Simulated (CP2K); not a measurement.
Two runs for the C K edge of isocyanoallene. Run A: CP2K XAS_TDP, all-electron GAPW, PBEh(45%), aug-cc-pVDZ, TDA, no relativity. Run B differs in one setting.

First lines with a strength over 0.0015. A:

```
                     atom  energy (eV)  states  strength, one atom
         C1 (bonded to N)       281.44       1              0.0652
                                281.68       1              0.0711
                                285.61       1              0.0027
                                287.01       1              0.0032
                                287.26       1              0.0044
C3 (bonded to C, N and H)       282.87       1              0.0429
                                284.56       1              0.0076
                                286.06       1              0.0049
                                287.19       1              0.0042
                                287.27       1              0.0057
       C4 (bonded to 2 C)       281.48       1              0.0564
                                281.63       1              0.0536
                                286.82       1              0.0022
                                289.07       1              0.0026
                                289.13       1              0.0040
 C5 (bonded to C and 2 H)       281.40       1              0.0501
                                283.34       1              0.0019
                                284.78       1              0.0036
                                285.71       1              0.0171
                                285.94       1              0.0034
```

B:

```
                     atom  energy (eV)  states  strength, one atom
         C1 (bonded to N)       288.61       1              0.0636
                                288.85       1              0.0693
                                292.78       1              0.0026
                                294.18       1              0.0032
                                294.43       1              0.0043
C3 (bonded to C, N and H)       288.71       1              0.0420
                                290.40       1              0.0074
                                291.90       1              0.0048
                                293.02       1              0.0041
                                293.12       1              0.0056
       C4 (bonded to 2 C)       287.10       1              0.0553
                                287.25       1              0.0526
                                292.44       1              0.0022
                                294.70       1              0.0025
                                294.75       1              0.0039
 C5 (bonded to C and 2 H)       287.59       1              0.0491
                                289.53       1              0.0018
                                290.97       1              0.0035
                                291.90       1              0.0167
                                292.13       1              0.0033
```

Which was it: the functional, scalar relativity switched on, GW2X switched on, the basis?

GW2X switched on. GW2X shifts an atom's lines together and keeps their spacings. Against PBEh(45%) in aug-cc-pVDZ, the leading lines move by +7.17 eV (C1, to 288.61), +5.84 eV (C3, to 288.71), +5.62 eV (C4, to 287.10) and +6.19 eV (C5, to 287.59).

[Banner, clock and machine lines of the logs are left out without a mark of their own.]

[Logs are printed without paths, hosts, clocks, repeated set-up lines and the standing remarks that a program may print on its own settings, such as how far it seeks lower states.]

[Hosts, paths, dates, database ids (printed as entryN), source tags and the programs' standing remarks are cut or masked in the printed files.]
